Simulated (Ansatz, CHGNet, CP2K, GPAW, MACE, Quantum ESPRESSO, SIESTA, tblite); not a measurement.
**GPAW runs on random packing of 55Li2O-45Nb2O5 (mol %) (96 atoms)**

Wanted: GPAW inputs and outputs for random packing of 55Li2O-45Nb2O5 (mol %) (96 atoms), checked against a plane-wave reference.

Calculated with GPAW 26.7.0; the method is named at each step.

### Step 1. Set-up

The cell holds 96 atoms: 22 Li, 56 O and 18 Nb. Its edges and angles: a = 10.533 Å, b = 10.533 Å, c = 10.533 Å, α = 90.0°, β = 90.0°, γ = 90.0°. 96 atoms (22 Li, 56 O, 18 Nb) packed at random in a cube at 3.87 g/cm³ and pushed apart as soft spheres, cations and anions kept from their own kind; a start for melting by ab initio MD, not an equilibrated structure. Then every atom was moved at random, 0.05 Å r.m.s. a Cartesian component.

The yardstick, on the same geometry:

```
method                 : Kohn-Sham DFT, PBE, PAW, plane waves (Ansatz 0.2.0); cutoff 420 eV, Γ point, fermi-dirac smearing of 0.05 eV; PAW set soft_2
r.m.s. force component : 1.837 eV/Å
longest force          : 6.695 eV/Å
pressure               : -15.6 GPa
SCF cycles             : 14
time                   : 12 s on 8 threads of Arm Neoverse V1, shared host
CPU time               : 90 s
```

### Step 2. PBE, LCAO dzp, h 0.28 Å

Method: Kohn-Sham DFT, PBE, PAW, atomic orbitals (dzp).

run.py

```python
import numpy as np
from ase.io import read
from gpaw import GPAW, FermiDirac

atoms = read("structure.xyz")
atoms.calc = GPAW(
    mode="lcao",
    basis="dzp",
    h=0.28,
    xc="PBE",
    kpts={"size": (1, 1, 1), "gamma": True},
    occupations=FermiDirac(0.05),
    maxiter=200,
    symmetry={"point_group": False},
    txt="gpaw.txt",
)
energy = atoms.get_potential_energy(force_consistent=True)
forces = atoms.get_forces()
print(f"energy {energy:.6f} eV")
print("forces (eV/A)")
for i, (a, f) in enumerate(zip(atoms, forces)):
    print(f"{i:4d} {a.symbol:2s} {f[0]:10.5f} {f[1]:10.5f} {f[2]:10.5f}")
print(f"Fermi level {atoms.calc.get_fermi_level():.4f} eV")
for k in range(len(atoms.calc.get_ibz_k_points())):
    for s in range(atoms.calc.get_number_of_spins()):
        e = atoms.calc.get_eigenvalues(kpt=k, spin=s)
        n = np.searchsorted(e, atoms.calc.get_fermi_level())
        print(f"k {k} spin {s} levels about the Fermi level:", np.round(e[max(n - 6, 0):n], 4).tolist(), "|", np.round(e[n:n + 6], 4).tolist())
```

structure.xyz

```xyz
96
Lattice="10.53340 0.00000 0.00000 0.00000 10.53340 0.00000 0.00000 0.00000 10.53340" Properties=species:S:1:pos:R:3 pbc="T T T"
Li 3.06648 5.34201 6.33700
Li 8.14442 4.58835 1.88137
Li 8.11504 0.19866 3.23881
Li 1.46383 3.53311 5.43376
Li 5.22172 9.76046 7.92112
Li 6.60234 5.86257 3.72682
Li 5.33569 7.10878 8.91968
Li 5.69320 9.81787 5.46631
Li 8.40376 7.79556 8.07185
Li 3.33445 0.91124 7.68559
Li 2.59596 7.73741 2.58290
Li 6.75223 5.09553 10.26754
Li 8.47096 1.52471 0.50529
Li 2.04854 9.14057 8.24344
Li 10.45977 4.83062 3.38175
Li 0.90872 0.96423 5.25975
Li 7.36611 3.10830 3.71861
Li 4.53010 5.85931 1.96954
Li 3.01645 1.15962 0.68857
Li 0.90503 9.33891 3.54596
Li 10.10785 0.68383 9.14499
Li 10.22667 6.57231 5.03254
O 0.27282 7.31587 1.60908
O 5.18243 5.17127 9.31490
O 3.69227 10.25637 9.01754
O 9.76394 4.64049 8.23312
O 3.90505 7.08729 10.32568
O 5.85689 7.09087 2.48904
O 1.31984 4.15174 8.57187
O 9.93837 2.45165 3.10409
O 7.93386 10.31589 0.12882
O 8.98710 6.09473 0.84752
O 4.78016 0.44546 6.53987
O 1.96911 0.95949 3.42293
O 1.64058 0.10913 7.12943
O 5.37572 3.18899 0.00074
O 7.31239 3.01656 9.34513
O 3.29190 6.27517 3.84975
O 0.55258 9.69431 1.24705
O 5.04423 3.69448 4.51240
O 7.44016 8.86554 5.69783
O 10.31473 9.28888 9.02702
O 5.31663 8.49234 4.05136
O 6.37102 4.52631 2.45892
O 9.71727 8.26672 3.95024
O 0.88438 6.85261 7.09288
O 2.16746 10.03622 5.04908
O 6.49363 8.36836 8.29073
O 5.31515 5.33001 6.13044
O 8.99163 3.29316 0.17169
O 8.73324 6.29086 9.26075
O 6.08788 6.93561 0.28230
O 0.26628 3.81172 1.76445
O 8.73040 5.59471 3.46233
O 3.78718 4.72602 0.52309
O 3.54122 7.51295 5.78378
[... 36 atom lines left out ...]
Nb 0.00274 4.95144 10.26417
Nb 3.36310 9.13688 0.55701
Nb 5.99572 9.06410 10.46799
Nb 9.05240 1.94457 5.22646
```

Launch:

```
> OMP_NUM_THREADS=1 python run.py > output.txt
```

What it wrote:

```text
energy -457.769718 eV
forces (eV/A)
   0 Li    0.61609    0.82803   -2.00383
   1 Li    0.49502   -0.23379   -0.24363
   2 Li   -0.53183    1.37232   -0.51058
   3 Li    0.58767    0.43671   -1.60662
   4 Li   -0.22227    0.01821   -0.22514
   5 Li   -1.16828   -1.13397   -1.11043
   6 Li   -0.17342   -0.88466   -0.78110
   7 Li    0.07526   -0.37267   -1.04017
   8 Li   -0.06718   -1.12602    2.21577
   9 Li   -0.00021   -1.38388   -0.21646
  10 Li   -0.38512   -0.40384    2.95329
  11 Li    0.60321    0.02276    0.41898
  12 Li   -1.54920   -0.04062    0.13944
  13 Li    0.75914   -0.40344    1.24063
  14 Li    0.03471   -0.11273   -1.85012
  15 Li    0.70803   -0.80565   -1.94169
  16 Li   -1.05951    1.10423   -0.01939
  17 Li    0.67015   -0.87415    0.14885
  18 Li    1.06523    0.66351    0.80144
  19 Li   -0.19132    0.36930   -1.27004
  20 Li    0.08678   -3.22111    0.26572
  21 Li    0.78700    1.50667   -0.80755
  22 O     4.34077   -1.96214   -1.47508
  23 O    -0.02628    0.63807   -0.95885
[...]
88 Nb    1.85678   -0.77029    2.22173
  89 Nb   -0.28614    3.43880    3.33736
  90 Nb   -2.08732    2.09986    3.17702
  91 Nb    0.37928   -0.60166    0.61387
  92 Nb   -5.83459   -1.70491   -0.94628
  93 Nb   -1.86560    1.47093    0.01918
  94 Nb    6.45520    1.01217    1.09108
  95 Nb    0.73519   -2.22984   -2.76222
Fermi level 4.0342 eV
k 0 spin 0 levels about the Fermi level: [3.8853, 3.9245, 3.9436, 3.9909, 4.0042, 4.0293] | [4.0507, 4.0737, 4.0872, 4.1143, 4.1352, 4.143]
```

gpaw.txt:

```text
Input parameters:
  mode=LCAO(),
  basis={'default': 'dzp'},
  h=0.28,
  kpts=MonkhorstPack(size=(1, 1, 1), gamma=True),
  maxiter=200,
  occupations=Occupations(name='fermi-dirac', width=0.05, fixmagmom=False),
  symmetry=Symmetry(point_group=False),
  xc=XC(name='PBE')
Unit cell  # Å
| periodic |         x |         y |         z |   lengths |    angles |
|----------|-----------|-----------|-----------|-----------|-----------|
|      yes | 10.533400 |  0.000000 |  0.000000 | 10.533400 | 90.000000 |
|      yes |  0.000000 | 10.533400 |  0.000000 | 10.533400 | 90.000000 |
|      yes |  0.000000 |  0.000000 | 10.533400 | 10.533400 | 90.000000 |
Number of symmetries: 1
Symmetry operations  # r_c * U_cc + t_c -> r_c
|   | kind |            matrix            |
|---|------|------------------------------|
| 0 |  E   |  1, 0, 0,  0, 1, 0,  0, 0, 1 |
BZ-sampling:
  Number of BZ points: 1
  Number of IBZ points: 1
  Monkhorst-Pack size: [1, 1, 1]
  Monkhorst-Pack shift: [0, 0, 0]
[... lines left out ...]
  Fermi-Dirac:
[... lines left out ...]
    Stencil: 6*3+1=19 point O(h^6) finite-difference Laplacian
xc functional:
  name: PBE with 2 nearest neighbor stencil
interpolation: tri-quintic # 5. degree polynomial
Initialization done in: 12.253 s
convergence criteria:
- Maximum [total energy] change in last 3 cyles: 0.0005 eV / valence electron
- Maximum integral of absolute [dens]ity change: 0.0001 electrons / valence electron
- Maximum integral of absolute [eigenst]ate change: 4e-08 eV^2 / valence electron
maximum number of iterations: 200
SCF iterations
|iter     |      energy | eigst |  dens |
|---------|-------------|-------|-------|
|iter:   1| -593.454049 |      c|       |
|iter:   2| -527.419319 |      c| -0.73 |
|iter:   3| -500.253143 |      c| -0.87 |
|iter:   4| -475.195715 |      c| -0.97 |
[...]
|iter:  13| -457.648014 |      c| -1.80 |
|iter:  14| -457.623155 |      c| -1.95 |
|iter:  15| -457.567584c|      c| -1.99 |
|iter:  16| -457.639332c|      c| -2.07 |
|iter:  17| -457.462119c|      c| -2.05 |
[...]
|iter:  37| -457.422517c|      c| -3.98 |
|iter:  38| -457.422451c|      c| -3.98 |
|iter:  39| -457.422489c|      c| -4.22c|
Converged in 39 steps
SCF loop duration: 484.342 s (12.419 s/step)
Energy contributions relative to reference atoms: (reference = -1989059.721113)
Energy contributions:
  Kinetic:         -45.545255
  Coulomb:        -125.213972
  Zero:             83.759467
  External:          0.000000
  Xc:             -370.075501
  Entropy:          -0.694458
  Spinorbit:         0.000000
  ----------------------------
  Free energy:    -457.769718
  Extrapolated:   -457.422489
dipole moment: (-80.322025, 63.245026, -72.590966)  # |e|*Ang
Fermi level: 4.034
Eigenvalues  # (at kpt = [0.000, 0.000, 0.000])
| band index |      eig [eV] | occ [0-2] |
|------------|---------------|-----------|
|          0 |       -52.880 |     2.000 |
|        ... |               |           |
|        288 |         3.853 |     1.948 |
|        289 |         3.874 |     1.921 |
[...]
|        303 |         4.199 |     0.071 |
|        ... |               |           |
|        359 |         6.597 |     0.000 |
Gap: 0.021 eV
Transition (v -> c):
  (s=0, k=0, n=295, [0.00, 0.00, 0.00]) -> (s=0, k=0, n=296, [0.00, 0.00, 0.00])
No difference between direct/indirect transitions
Force computation time: 31.256  # s
timing:  # [seconds]
  Total:  527.889  # ━━━━━━━━━━━━━━━━━━━━━━━━━━━━━━━━━━━━━━━━━━━━━━━━━━━━━━━━
  Init:    12.253  # ━╸
  SCF:    484.342  # ━━━━━━━━━━━━━━━━━━━━━━━━━━━━━━━━━━━━━━━━━━━━━━━━━━━╸
  Forces:  31.256  # ━━━╸
```

Wall time 8.8 min (1 thread of Arm Neoverse V1, shared host); peak memory 0.77 GiB.

Banners, paths, timers and routine set-up lines are dropped from the logs unmarked, and long logs keep their key lines alone; longer cuts are marked.

Compared with the plane-wave run:

```
r.m.s. force component                  : 2.563 eV/Å
r.m.s. difference of force components   : 1686 meV/Å
longest difference of force vectors     : 5330 meV/Å
force difference over r.m.s. force      : 91.77 %
slope of forces against the reference's : 1.052
correlation of force components         : 0.7554
```

This is a coarse setting, run to see what it loses.

Length of the force difference by element (eV/Å):

```csv
element,atoms,mean,most
Li,22,0.17,0.29
Nb,18,0.29,0.49
O,56,3.7,5.3
```

Local excerpt of 9 atoms (numbers count through the whole input) about O65, which bears the longest force; x, y, z are measured from there.

```csv
atom,x,y,z,distance (Å),bonds,Fx,Fy,Fz (eV/Å)
O65,0.00,0.00,0.00,0.00,2,-3.35,-0.76,-8.64
Li11,-1.03,-1.61,-0.15,1.92,3,-0.39,-0.40,2.95
O59,0.57,2.05,0.32,2.15,2,-1.37,3.85,-0.29
Nb94,-0.26,-0.21,-2.17,2.20,6,-1.87,1.47,0.02
O43,1.69,-0.86,1.32,2.31,2,-0.35,-1.84,1.12
O34,-1.66,2.14,0.69,2.80,2,4.06,-1.54,4.77
O78,2.72,0.44,-0.57,2.82,2,5.24,-2.98,-2.71
O47,-1.46,0.69,2.32,2.83,3,-4.15,-3.96,-3.16
Li20,-2.72,-0.01,0.82,2.84,2,-0.19,0.37,-1.27
```

Atoms are counted from 1 here, from 0 in the log.

Forces lie 92 % from the reference's, at 5.9 times its CPU time (on 1 against 8 cores).

The difference per atom is largest on O (3.7 eV/Å on average, against 0.29 on Nb). The forces add up to 33 eV/Å instead of zero, usually a sign of too coarse a grid.

### Step 3. A run with a doubtful setting

run.py, as its differences from that of step 2:

```diff
@@ -8,3 +8,3 @@
     basis="dzp",
-    h=0.28,
+    h=0.18,
     xc="PBE",
@@ -12,3 +12,3 @@
     occupations=FermiDirac(0.05),
-    maxiter=200,
+    maxiter=6,
     symmetry={"point_group": False},
```

structure.xyz is that of step 2.

What it wrote:

```text
gpaw.KohnShamConvergenceError
```

gpaw.txt:

```text
Input parameters:
  mode=LCAO(),
  basis={'default': 'dzp'},
  h=0.18,
  kpts=MonkhorstPack(size=(1, 1, 1), gamma=True),
  maxiter=6,
  occupations=Occupations(name='fermi-dirac', width=0.05, fixmagmom=False),
  symmetry=Symmetry(point_group=False),
  xc=XC(name='PBE')
Unit cell  # Å
| periodic |         x |         y |         z |   lengths |    angles |
|----------|-----------|-----------|-----------|-----------|-----------|
|      yes | 10.533400 |  0.000000 |  0.000000 | 10.533400 | 90.000000 |
|      yes |  0.000000 | 10.533400 |  0.000000 | 10.533400 | 90.000000 |
|      yes |  0.000000 |  0.000000 | 10.533400 | 10.533400 | 90.000000 |
Number of symmetries: 1
Symmetry operations  # r_c * U_cc + t_c -> r_c
|   | kind |            matrix            |
[... lines left out ...]
      Number of RI-basis functions 0
  Nb:
    name:    Niobium
    Z:       41.0
    valence: 13
    core:    28
    LCAO basis set for Nb:
      Name: dzp
      Number of radial functions: 11
      Number of spherical harmonics: 29
        l=0, rc=3.7031 Bohr: 4s-sz confined orbital
        l=0, rc=10.3125 Bohr: 5s-sz confined orbital
        l=1, rc=4.2812 Bohr: 4p-sz confined orbital
        l=1, rc=14.1719 Bohr: 5p-sz confined orbital
        l=2, rc=7.8594 Bohr: 4d-sz confined orbital
        l=0, rc=2.2500 Bohr: 4s-dz split-valence wave
        l=0, rc=6.2812 Bohr: 5s-dz split-valence wave
        l=1, rc=2.6562 Bohr: 4p-dz split-valence wave
        l=1, rc=8.8438 Bohr: 5p-dz split-valence wave
        l=2, rc=4.5625 Bohr: 4d-dz split-valence wave
        l=1, rc=10.3125 Bohr: p-type Gaussian polarization
      Number of RI-basis functions 0
Reference energy: -1989059.721113  # eV
eigensolver:
density mixing:
  MSR1-Mixer
occupation numbers:
  Fermi-Dirac:
    width: 0.0500  # eV
FastPoissonSolver using
    Stencil: 6*3+1=19 point O(h^6) finite-difference Laplacian
xc functional:
  name: PBE with 2 nearest neighbor stencil
interpolation: tri-quintic # 5. degree polynomial
Initialization done in: 16.436 s
convergence criteria:
- Maximum [total energy] change in last 3 cyles: 0.0005 eV / valence electron
- Maximum integral of absolute [dens]ity change: 0.0001 electrons / valence electron
- Maximum integral of absolute [eigenst]ate change: 4e-08 eV^2 / valence electron
maximum number of iterations: 6
SCF iterations
|iter     |      energy | eigst |  dens |
|---------|-------------|-------|-------|
|iter:   1| -673.484738 |      c|       |
|iter:   2| -604.971247 |      c| -0.72 |
|iter:   3| -576.887942 |      c| -0.87 |
|iter:   4| -551.017473 |      c| -0.96 |
|iter:   5| -542.169597 |      c| -1.11 |
|iter:   6| -541.301417 |      c| -1.20 |
timing:  # [seconds]
  Total: 272.169  # ━━━━━━━━━━━━━━━━━━━━━━━━━━━━━━━━━━━━━━━━━━━━━━━━━━━━━━━━━
  Init:   16.435  # ━━━╸
  SCF:   255.662  # ━━━━━━━━━━━━━━━━━━━━━━━━━━━━━━━━━━━━━━━━━━━━━━━━━━━━━╸
```

Elapsed: 4.6 min, on 1 thread; peak memory 2.3 GiB.

The run stopped without converging, so its numbers are no property of the system. The fault in the input: too few SCF iterations (iteration limit 6).

Further runs of this program without a result: GPAW PBE, LCAO dzp, h 0.18 Å (cut off at its time limit); GPAW PBE, LCAO szp(dzp), h 0.18 Å (cut off at its time limit); GPAW PBE, LCAO dzp, h 0.18 Å, other mixer settings (cut off at its time limit); GPAW LDA, LCAO dzp, h 0.18 Å (cut off at its time limit).

### Step 4. Outcome

* force difference from the reference: GPAW PBE, LCAO dzp, h 0.28 Å (coarse), 92 %
* its CPU time: 8.8 min

What this shows: Runs with settings chosen to be coarse differ by 92 % (GPAW PBE, LCAO dzp, h 0.28 Å), their programs' other errors included. The potentials hold different valence shells: 636 electrons in the reference, 592 in GPAW; this bears on time and differences. The reference's stress is far from hydrostatic: its diagonal is -13.4, -17.0, -16.4 GPa, compression counted positive. The reference's pressure of -16 GPa belongs to a cell and atoms that aren't relaxed at this level. The runs have no spin polarisation, so moments on Nb can't form, and no Hubbard term. The electronic-structure runs sample only Γ, in a cell whose shortest periodic width is 11 Å, which is coarse for a cell with partly filled levels.

[Also dropped from logs without a mark: logging warnings of Python, and SIESTA's first energy breakdown and zero terms.]

[Logs are printed without paths, hosts, clocks, repeated set-up lines and the standing remarks that a program may print on its own settings, such as how far it seeks lower states.]

[Hosts, paths, dates, database ids (printed as entryN), source tags and the programs' standing remarks are cut or masked in the printed files.]
